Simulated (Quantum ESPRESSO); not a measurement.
# Carrying a functional's shift from two faces of Pt to a third

**Set-up.** Quantum ESPRESSO 7.5 (pw.x, pp.x), PseudoDojo norm-conserving files, cold smearing of 0.02 Ry; slabs at the tabulated lattice constant, relaxed under PBE by pw.x; both functionals on the same atoms. Work functions in eV.

| face | area an atom (Å²) | PBE | LDA |
| --- | --- | --- | --- |
| (111) | 6.65 | 5.732 | 6.122 |
| (100) | 7.68 | 5.702 | 6.087 |
| (110) | 10.87 | 5.270 | withheld |

To predict: What does LDA give for (110)?

**Worked estimate.** The shifts from PBE are 6.122 − 5.732 = +0.390 eV and 6.087 − 5.702 = +0.385 eV, +0.387 eV in the mean. A rigid shift gives 5.270 + (+0.387) = 5.657 eV.

**The withheld run.** 5.653 eV; the estimate misses by +0.004 eV. The shift is rigid within 0.03 eV, so differences between faces carry over. The measured value for this face is 5.53 eV (“Anisotropic work function of elemental crystals” (2019, arxiv:1902.07811)), on a surface that reconstructs.

**Limits.** Thin, unreconstructed slabs; thickness and mesh leave some 0.05 to 0.1 eV open, which largely cancels in the shift.
